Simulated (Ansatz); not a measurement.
# Grüneisen parameters and expansion of Ta (Im-3m), part 2 of 3

Wanted: mode Grüneisen parameters of Ta and a free-energy fit over volumes.

Ansatz 0.2.0; DFT PBEsol, scalar-relativistic, plane waves, PAW; PAW set soft_1.

So far. Step 2 (Probe on a coarse mesh): The start is under -5.9 GPa at this level and looks like a metal on this mesh. Step 4 (Relaxing to small residual forces and stress): The residual pressure is -0.0012 GPa, small enough for phonons.

## 5. Lattice dynamics at this volume, V/V0 1

The same q-mesh and k-mesh are kept at every volume, so that much of their error can cancel in the differences.

File input.yaml:

```yaml
crystal:
  lattice:
    - [-1.6408853693, 1.6408853693, 1.6408853693]
    - [1.6408853693, -1.6408853693, 1.6408853693]
    - [1.6408853693, 1.6408853693, -1.6408853693]
  atoms:
    - { symbol: Ta, position: [0.0, 0.0, 0.0] }
kpoints:
  mp_grid: { grid: [20, 20, 20] }
hamiltonian:
  xc: pbesol
  pseudopotentials: { kind: paw, azcp: { folder: soft_1 }, xc_functional: pbe }
scf:
  occupations: { method: methfessel_paxton, width: 0.2 }
  lower_state_search: "off"
output:
  eigenvalues: true
phonons:
  method: dfpt
  qmesh: [4, 4, 4]
  temperatures: { t_max: 1000, t_step: 50 }
  qpath:
    path:
      - [[0.0, 0.0, 0.0], [0.5, -0.5, 0.5], [0.0, 0.0, 0.5], [0.0, 0.0, 0.0], [0.25, 0.25, 0.25], [0.5, -0.5, 0.5]]
      - [[0.25, 0.25, 0.25], [0.0, 0.0, 0.5]]
    npoints: 10
```

Started as:

```sh
$ ansatz run input.yaml --threads 8 --pin off --max-ram 16384MiB --backend cpu --events-out ev --progress --plain --runs-dir out
```

Numbers of over 12 decimals in the logs are rounded to 6 here.

Output:

```text
[...]
Crystal: 1 atoms, lattice volume = 17.672 Å³
Basis set: ecut = 420 eV, 369 PW (Γ), exchange–correlation on 40×40×40 points (8 copies of the dense FFT grid, shifted against one another)
Bands: 11, of which v1, the nominal top of the filled ones, is band 7 counted from 1 (6 counted from 0)
Symmetry: 48 space group operations
k-points: 256 of 8000
[...]
SCF iter   1: F=—  HF=-9807.534820 eV  |F-HF|=—  |Δ(HF+E_count)|=         —  Δρ=4.17e-2  dr2=3.19e-1  ethr=3.10e-3  ⟨swp⟩=5.0  Hψ=14442  notcnv=0
[...]
SCF iter   7: F=-9807.407212 eV  HF=-9807.407212 eV  |F-HF|=3.64e-12  |Δ(HF+E_count)|=  1.07e-10  S|Δr|=    0.00e0  Δρ=6.57e-8  dr2=1.27e-13  ethr=1.00e-12  ⟨swp⟩=6.1  Hψ=11072  notcnv=0
the search or the solves at the SCF's close seem to have found levels that the self-consistency loop had missed (the run counts 1). By its estimate they hold under 1e-12 electrons; where the run keeps them, the occupations were computed again with them
SCF 1 converged in 7 iterations: F = -9807.407212 eV  dr2 = 1.27e-13
[...]
NSCF: frozen V_eff on 256 k-points
[...]
DFPT response loops at q = (0, 0, 0) (fractional): preconditioner auto → Kerker (q_TF=auto, 2.592 Å⁻¹) (partly filled bands, converged f_vac=0.000); β = 1.00, the filter's whole step (`scf.mixing.beta` (0.50) is not read by the response loops under this deck's `scf.mixing.preconditioner`; to damp them name `kerker` or `kerker_dos`, under which they read `scf.mixing.beta`, and type it under 1.00, their step now; both keys bind the ground state too); Broyden in place of MSR1
[...]
SCF converged after 7 iterations
[...]
Free energy (F): -9807.407212 eV
[...]
Internal energy: -9807.408200 eV  (E = F + TS)
E sigma→0 (E₀):  -9807.407459 eV
Entropy (-TS):   0.000988 eV (0.988 meV/atom)
Fermi energy:    18.706812 eV
[...]
--- Band table (eV; the first three rows and the last of 256) ---
  k-point 0: bands = [... 3 lower, -14.1663, 10.7407, 19.4526, 19.4526, 19.4526, 22.7940, 22.7940, 33.4115]
  k-point 1: bands = [... 3 lower, -14.1664, 10.8557, 19.3768, 19.4320, 19.5652, 22.6652, 22.7934, 33.5178]
  k-point 2: bands = [... 3 lower, -14.1670, 11.1909, 19.1647, 19.3482, 19.9000, 22.3774, 22.7970, 33.7991]
  k-point 255: bands = [... 3 lower, -15.0430, 14.8053, 14.8053, 25.7395, 25.7395, 25.7395, 27.5013, 27.5013]
--- Phonons (Γ-DFPT): 1 representative perturbation + reference (Σ response iterations 3) ---
  ASR residual: 1.452e-5 → 0.000e0 eV/Å²; symmetrization residual: 1.516e-13 eV/Å²
  ASR residual per site (eV/Å²): 1.45e-5
  Γ frequencies (cm⁻¹): 0.00 0.00 0.00
--- Phonons (arbitrary-q DFPT): 8 irreducible q on the 4×4×4 mesh ---
  q = [0.0000, 0.0000, 0.0000] (star 1, of the zone-centre solve; hermiticity 4.46e-9, symmetrization 1.04e-8): 0.00 0.00 0.00
  q = [0.0000, 0.0000, 0.2500] (star 12, 2 solved perturbations in 6410 linear systems a pass and spin channel, the states on 4200 of 8000 k-point pairs; hermiticity 2.14e-14, symmetrization 9.91e-14): 61.77 78.72 116.11
[...]
q = [0.2500, 0.2500, 0.2500] (star 2, 1 solved perturbation on 1116 of 8000 k-point pairs; hermiticity 1.66e-14, symmetrization 1.38e-13): 128.05 128.05 128.05
[...]
sum rule: each row above includes the acoustic sum rule's correction from the zone centre's row sums; it moved no ω² by more than (0.15 cm⁻¹)²
  mesh force constants: q→R imaginary residual 0.00e0; ASR residual 1.452e-5 → 0.000e0 eV/Å²; symmetrization residual 1.443e-15 eV/Å²
  interpolated dispersion: 62 rows × 3 modes
  density of states and harmonic sums: on the 28×28×28 q-mesh, interpolated from the force constants of a 4×4×4 supercell (no non-analytic term)
  largest difference from the sums on the solved wave vectors: F 1.61e-2 eV, S 2.01e-5 and C_V 4.32e-6 eV/K
  zero-point energy: 0.021365 eV/cell   skipped modes (ω ≤ 0): 3   left out of the sums: 4.56e-5 of the cell's modes: C_V's classical limit lies that fraction below 3 k_B per atom; for a crystal, a wire or a layer, F and S can be off by more, and a phonons.interpolated_qmesh denser along its periods is the remedy for the sampling
```

Wall time 73 s (8 threads of Arm Neoverse V1, shared host); peak memory 3.5 GiB.

This step gave:

| Property | Result |
| --- | --- |
| Γ frequencies | 0, 0, 0 cm⁻¹ (negative: imaginary) |
| lowest frequency on the path | 0 cm⁻¹ |
| zero-point energy | 0.02137 eV/cell |
| highest frequency | 167.5 cm⁻¹ |
| Debye temperature from the second moment | 221 K |

No LO-TO term. Phonon branches along the path, in cm⁻¹:

| point | branch 1 | branch 2 | branch 3 |
| --- | --- | --- | --- |
| Γ | 0 | 0 | 0 |
| halfway | 107 | 107 | 146 |
| H | 168 | 168 | 168 |
| halfway | 108 | 145 | 157 |
| N | 92 | 137 | 147 |
| halfway | 62 | 79 | 116 |
| Γ | 0 | 0 | 0 |
| halfway | 63 | 63 | 143 |
| P | 128 | 128 | 128 |
| halfway | 101 | 140 | 140 |
| H | 168 | 168 | 168 |
| jump to P | 128 | 128 | 128 |
| halfway | 98 | 127 | 143 |
| N | 92 | 137 | 147 |

The phonon branches as a text plot (rows in cm⁻¹):

```
    164 |         ******                                ***
    157 |          *  *****                  *         *
    150 |        *      *  ***              * *       * *
    143 |    ***  *    * **   *            *   *     *      *****
    136 |       **         *****                  ***  *   *   **
    129 |       *               *               **         *  *
    122 |   *           *       *         *    *           ***
    115 |                        *               *    *
    108 |     **         *                    *   *         *
    101 |                         *      *           *       *
     94 |                 * ***              *     **         ***
     87 |  *               *   *
     80 |    *                  ** *        *
     73 |
     66 |                               *  *
     59 |                        ** *
     52 |   *                     *       *
     45 | *
     38 |                          *   * *
     31 |  *                         *  *
     24 |                           *
     17 |                              *
     10 | *                          *
      3 |*                            *
         Γ           H       N        Γ         P        H|P    N
```

Tetrahedra on 28 28 28, mean over bins of 2 cm⁻¹. Table of phonon density of states by wavenumber; read off at these points:

wavenumber (cm⁻¹), phonon density of states (1/cm⁻¹/cell) and a bar:
```
      1.0     0.0000 
      5.0     0.0001 
      9.0     0.0003 
     15.0     0.0007 
     19.0     0.0011 
     23.0     0.0015 #
     27.0     0.0020 #
     33.0     0.0028 #
     37.0     0.0035 #
     41.0     0.0042 #
     45.0     0.0049 ##
     51.0     0.0062 ##
     55.0     0.0071 ##
     59.0     0.0081 ###
     63.0     0.0093 ###
     69.0     0.0113 ####
     73.0     0.0130 ####
     77.0     0.0150 #####
     81.0     0.0181 ######
     87.0     0.0278 #########
     91.0     0.0492 #################
     95.0     0.0431 ##############
     99.0     0.0264 #########
    105.0     0.0206 #######
    109.0     0.0194 #######
    113.0     0.0193 ######
    117.0     0.0201 #######
    123.0     0.0238 ########
    127.0     0.0272 #########
    131.0     0.0254 #########
    135.0     0.0292 ##########
    137.0     0.0476 ################
    141.0     0.0487 ################
    145.0     0.0893 ##############################
    149.0     0.0575 ###################
    153.0     0.0274 #########
    159.0     0.0094 ###
    163.0     0.0066 ##
    167.0     0.0017 #
```

Harmonic. Thermo, by row:

| T (K) | F_vib (meV/atom) | S (J/mol-atom/K) | C_V (J/mol-atom/K) |
| --- | --- | --- | --- |
| 0 | 21.37 | 0 | 0 |
| 50 | 20.52 | 5.499 | 11.15 |
| 100 | 14.75 | 16.48 | 19.78 |
| 150 | 3.88 | 25.1 | 22.43 |
| 200 | -10.91 | 31.71 | 23.48 |
| 250 | -28.77 | 37.01 | 23.99 |
| 300 | -49.12 | 41.42 | 24.28 |
| 350 | -71.58 | 45.17 | 24.45 |
| 400 | -95.86 | 48.45 | 24.56 |
| 450 | -121.7 | 51.34 | 24.64 |
| 500 | -149 | 53.94 | 24.7 |
| 550 | -177.6 | 56.3 | 24.74 |
| 600 | -207.3 | 58.45 | 24.77 |
| 650 | -238.1 | 60.44 | 24.8 |
| 700 | -269.9 | 62.27 | 24.82 |
| 750 | -302.7 | 63.99 | 24.83 |
| 800 | -336.2 | 65.59 | 24.85 |
| 850 | -370.6 | 67.1 | 24.86 |
| 900 | -405.8 | 68.52 | 24.87 |
| 950 | -441.6 | 69.86 | 24.88 |
| 1000 | -478.2 | 71.14 | 24.88 |

Phonopy on the run's constants, 21x21x21 mesh, Gaussian sigma 2.0 cm⁻¹. Table of modes, Ta by wavenumber; read off at these points:

wavenumber (cm⁻¹), modes, Ta (1/cm⁻¹/cell) and a bar:
```
     -5.0     0.0000 
      0.0     0.0001 
      5.0     0.0000 
     10.0     0.0004 
     15.0     0.0006 
     20.0     0.0014 #
     25.0     0.0017 #
     30.0     0.0022 #
     35.0     0.0034 #
     40.0     0.0041 ##
     45.0     0.0045 ##
     50.0     0.0064 ##
     55.0     0.0070 ###
     60.0     0.0080 ###
     65.0     0.0100 ####
     70.0     0.0119 #####
     75.0     0.0146 ######
     80.0     0.0151 ######
     85.0     0.0262 ##########
     90.0     0.0421 ################
     91.6     0.0455 ##################
     95.0     0.0377 ###############
    100.0     0.0254 ##########
    105.0     0.0228 #########
    110.0     0.0186 #######
    115.0     0.0172 #######
    120.0     0.0255 ##########
    125.0     0.0211 ########
    130.0     0.0296 ###########
    135.0     0.0315 ############
    140.0     0.0493 ###################
    145.0     0.0772 ##############################
    146.0     0.0778 ##############################
    150.0     0.0507 ####################
    155.0     0.0193 #######
    160.0     0.0090 ###
    165.0     0.0047 ##
    170.0     0.0003 
    175.0     0.0000
```

No mode is imaginary beyond numerical noise at the solved wavevectors.

## 6. A cell at another volume, V/V0 1.015

Symmetry fixes every atom, so a single point at the scaled cell gives the energy and pressure of this member.

input.yaml, the sections that differ from step 5:

```yaml
crystal:
  lattice:
    - [-1.6490491125, 1.6490491125, 1.6490491125]
    - [1.6490491125, -1.6490491125, 1.6490491125]
    - [1.6490491125, 1.6490491125, -1.6490491125]
  atoms:
    - { symbol: Ta, position: [0.0, 0.0, 0.0] }
output:
  forces: true
  stress: true
  eigenvalues: true
# kpoints, hamiltonian, scf: as in step 5
# phonons: removed
```

Output:

```text
[...]
Crystal: 1 atoms, lattice volume = 17.937 Å³
Basis set: ecut = 420 eV, 369 PW (Γ), exchange–correlation on 40×40×40 points (8 copies of the dense FFT grid, shifted against one another)
Bands: 11, of which v1, the nominal top of the filled ones, is band 7 counted from 1 (6 counted from 0)
Symmetry: 48 space group operations
[...]
k-points: 256 of 8000
[...]
SCF iter   1: F=—  HF=-9807.536602 eV  |F-HF|=—  |Δ(HF+E_count)|=         —  Δρ=4.18e-2  dr2=3.30e-1  ethr=3.10e-3  ⟨swp⟩=5.0  Hψ=14435  notcnv=0
[...]
SCF iter   6: F=-9807.404674 eV  HF=-9807.404674 eV  |F-HF|=1.38e-10  |Δ(HF+E_count)|=   8.75e-9  S|Δr|=    0.00e0  Δρ=2.10e-6  dr2=2.35e-10  ethr=2.10e-10  ⟨swp⟩=2.0  Hψ=8379  notcnv=0
SCF 1 converged in 6 iterations: F = -9807.404674 eV  dr2 = 2.35e-10
[...]
SCF converged after 6 iterations
[...]
Free energy (F): -9807.404674 eV
[...]
Internal energy: -9807.405739 eV  (E = F + TS)
E sigma→0 (E₀):  -9807.404940 eV
Entropy (-TS):   0.001066 eV (1.066 meV/atom)
Fermi energy:    18.392746 eV
[...]
--- Stress (GPa, compression-positive) ---
       -3.031675      -0.000000      -0.000000
       -0.000000      -3.031675      -0.000000
        0.000000       0.000000      -3.031675
  P = ⅓ Tr σ = -3.0317 GPa (-30.317 kbar)
--- Band table (eV; the first three rows and the last of 256) ---
  k-point 0: bands = [... 3 lower, -14.5408, 10.4811, 19.1375, 19.1375, 19.1375, 22.4255, 22.4255, 33.0364]
  k-point 1: bands = [... 3 lower, -14.5410, 10.5940, 19.0633, 19.1173, 19.2479, 22.3002, 22.4250, 33.1400]
  k-point 2: bands = [... 3 lower, -14.5415, 10.9232, 18.8558, 19.0354, 19.5762, 22.0195, 22.4290, 33.4138]
  k-point 255: bands = [... 3 lower, -15.3780, 14.5797, 14.5797, 25.3006, 25.3006, 25.3006, 27.0501, 27.0501]
```

Run time: 0.7 s. Hardware: 8 threads; peak memory 0.33 GiB; 3.2 s of CPU time.

This step gave:

* pressure: -3.032 GPa
* volume per atom: 17.94 Å³/atom

The run ends at a pressure of -3.03 GPa.

## 7. Phonons, V/V0 1.015

Phonons at this volume give one point of F(V, T); meshes stay fixed along the series.

Changes to input.yaml since step 6:

```diff
@@ -16,4 +16,11 @@
 output:
-  forces: true
-  stress: true
   eigenvalues: true
+phonons:
+  method: dfpt
+  qmesh: [4, 4, 4]
+  temperatures: { t_max: 1000, t_step: 50 }
+  qpath:
+    path:
+      - [[0.0, 0.0, 0.0], [0.5, -0.5, 0.5], [0.0, 0.0, 0.5], [0.0, 0.0, 0.0], [0.25, 0.25, 0.25], [0.5, -0.5, 0.5]]
+      - [[0.25, 0.25, 0.25], [0.0, 0.0, 0.5]]
+    npoints: 10
```

Output:

```text
[...]
Crystal: 1 atoms, lattice volume = 17.937 Å³
Basis set: ecut = 420 eV, 369 PW (Γ), exchange–correlation on 40×40×40 points (8 copies of the dense FFT grid, shifted against one another)
Bands: 11, of which v1, the nominal top of the filled ones, is band 7 counted from 1 (6 counted from 0)
Symmetry: 48 space group operations
k-points: 256 of 8000
[...]
k-point 255: bands = [... 3 lower, -15.3780, 14.5797, 14.5797, 25.3006, 25.3006, 25.3006, 27.0501, 27.0501]
[...]
ASR residual: 1.437e-5 → 0.000e0 eV/Å²; symmetrization residual: 1.935e-13 eV/Å²
  ASR residual per site (eV/Å²): 1.44e-5
  Γ frequencies (cm⁻¹): 0.00 0.00 0.00
--- Phonons (arbitrary-q DFPT): 8 irreducible q on the 4×4×4 mesh ---
[...]
interpolated dispersion: 62 rows × 3 modes
[...]
[key lines of the parts left out:]
SCF converged after 7 iterations
Free energy (F): -9807.404674 eV
Fermi energy:    18.392741 eV
```

The job ended after 72 s (8 threads; peak memory 3.5 GiB).

No LO-TO term. Phonon branches along the path, in cm⁻¹:

| point | branch 1 | branch 2 | branch 3 |
| --- | --- | --- | --- |
| Γ | 0 | 0 | 0 |
| halfway | 106 | 106 | 142 |
| H | 163 | 163 | 163 |
| halfway | 106 | 138 | 154 |
| N | 91 | 130 | 146 |
| halfway | 60 | 78 | 112 |
| Γ | 0 | 0 | 0 |
| halfway | 61 | 61 | 138 |
| P | 124 | 124 | 124 |
| halfway | 100 | 134 | 134 |
| H | 163 | 163 | 163 |
| jump to P | 124 | 124 | 124 |
| halfway | 95 | 124 | 137 |
| N | 91 | 130 | 146 |

The phonon branches as a text plot (rows in cm⁻¹):

```
    160 |         *******                               ***
    153 |          *  ** **
    146 |        *      *  ***              ***        **       *
    139 |    ***  *    * *    *            *          *     ** *
    133 |       *         ******               *    ** *   *  ***
    126 |        *              *               ****       *  *
    119 |   *           *       *         *    *           ***
    112 |                        *               *    *
    105 |     **         *                    *   *         *
     99 |                         *      *         * *       *
     92 |                 * ***              *      *         ***
     85 |  *               *   *
     78 |    *                  ** *
     71 |                                   *
     65 |                               *  *
     58 |                        ** *
     51 |   *                     *       *
     44 | *
     37 |                          *   * *
     31 |  *                         *  *
     24 |                           *
     17 |                              *
     10 | *                          *
      3 |*                            *
         Γ           H       N        Γ         P        H|P    N
```

No mode is imaginary beyond numerical noise at the solved wavevectors.

## 8. Single point at a scaled cell, V/V0 0.985

Symmetry fixes every atom, so a single point at the scaled cell gives the energy and pressure of this member.

input.yaml, the sections that differ from step 7:

```yaml
crystal:
  lattice:
    - [-1.632639575, 1.632639575, 1.632639575]
    - [1.632639575, -1.632639575, 1.632639575]
    - [1.632639575, 1.632639575, -1.632639575]
  atoms:
    - { symbol: Ta, position: [0.0, 0.0, 0.0] }
output:
  forces: true
  stress: true
  eigenvalues: true
# kpoints, hamiltonian, scf: as in step 7
# phonons: removed
```

Output:

```text
[...]
Crystal: 1 atoms, lattice volume = 17.407 Å³
Basis set: ecut = 420 eV, 321 PW (Γ), exchange–correlation on 40×40×40 points (8 copies of the dense FFT grid, shifted against one another)
Bands: 11, of which v1, the nominal top of the filled ones, is band 7 counted from 1 (6 counted from 0)
Symmetry: 48 space group operations
[...]
k-points: 256 of 8000
[...]
--- Band table (eV; the first three rows and the last of 256) ---
  k-point 0: bands = [... 3 lower, -13.7813, 11.0091, 19.7763, 19.7763, 19.7763, 23.1725, 23.1725, 33.7968]
  k-point 1: bands = [... 3 lower, -13.7816, 11.1264, 19.6987, 19.7552, 19.8911, 23.0398, 23.1716, 33.9055]
  k-point 2: bands = [... 3 lower, -13.7823, 11.4677, 19.4819, 19.6696, 20.2326, 22.7448, 23.1748, 34.1947]
  k-point 255: bands = [... 3 lower, -14.7000, 15.0367, 15.0367, 26.1909, 26.1909, 26.1909, 27.9664, 27.9664]
[key lines of the parts left out:]
SCF converged after 6 iterations
Free energy (F): -9807.404557 eV
Fermi energy:    19.030912 eV
P = ⅓ Tr σ = 3.2472 GPa (32.472 kbar)
```

The job ended after 0.67 s (8 threads; peak memory 0.33 GiB).

The run ends at a pressure of 3.25 GPa.

## 9. Lattice dynamics at this volume, V/V0 0.985

The same q-mesh and k-mesh are kept at every volume, so that much of their error can cancel in the differences.

Changes to input.yaml since step 8:

```diff
@@ -16,4 +16,11 @@
 output:
-  forces: true
-  stress: true
   eigenvalues: true
+phonons:
+  method: dfpt
+  qmesh: [4, 4, 4]
+  temperatures: { t_max: 1000, t_step: 50 }
+  qpath:
+    path:
+      - [[0.0, 0.0, 0.0], [0.5, -0.5, 0.5], [0.0, 0.0, 0.5], [0.0, 0.0, 0.0], [0.25, 0.25, 0.25], [0.5, -0.5, 0.5]]
+      - [[0.25, 0.25, 0.25], [0.0, 0.0, 0.5]]
+    npoints: 10
```

Output:

```text
[...]
Crystal: 1 atoms, lattice volume = 17.407 Å³
Basis set: ecut = 420 eV, 321 PW (Γ), exchange–correlation on 40×40×40 points (8 copies of the dense FFT grid, shifted against one another)
Bands: 11, of which v1, the nominal top of the filled ones, is band 7 counted from 1 (6 counted from 0)
Symmetry: 48 space group operations
k-points: 256 of 8000
[...]
k-point 255: bands = [... 3 lower, -14.7000, 15.0367, 15.0367, 26.1909, 26.1909, 26.1909, 27.9664, 27.9664]
[...]
ASR residual: 1.288e-5 → 0.000e0 eV/Å²; symmetrization residual: 1.895e-13 eV/Å²
  ASR residual per site (eV/Å²): 1.29e-5
  Γ frequencies (cm⁻¹): 0.00 0.00 0.00
--- Phonons (arbitrary-q DFPT): 8 irreducible q on the 4×4×4 mesh ---
[...]
interpolated dispersion: 62 rows × 3 modes
[...]
[key lines of the parts left out:]
SCF converged after 7 iterations
Free energy (F): -9807.404557 eV
Fermi energy:    19.030908 eV
```

Elapsed: 71 s, on 8 threads; peak memory 3.4 GiB; 8.3 min of CPU time.

No mode is imaginary beyond numerical noise at the solved wavevectors.

[end of part 2 of 3]

[Logs are printed without paths, hosts, clocks, repeated set-up lines and the standing remarks that a program may print on its own settings, such as how far it seeks lower states.]

[Hosts, paths, dates, database ids (printed as entryN), source tags and the programs' standing remarks are cut or masked in the printed files.]

[A step with changed settings may run another functional than the one named; its input shows which.]

[Of the runs on displaced cells, only some may be shown.]
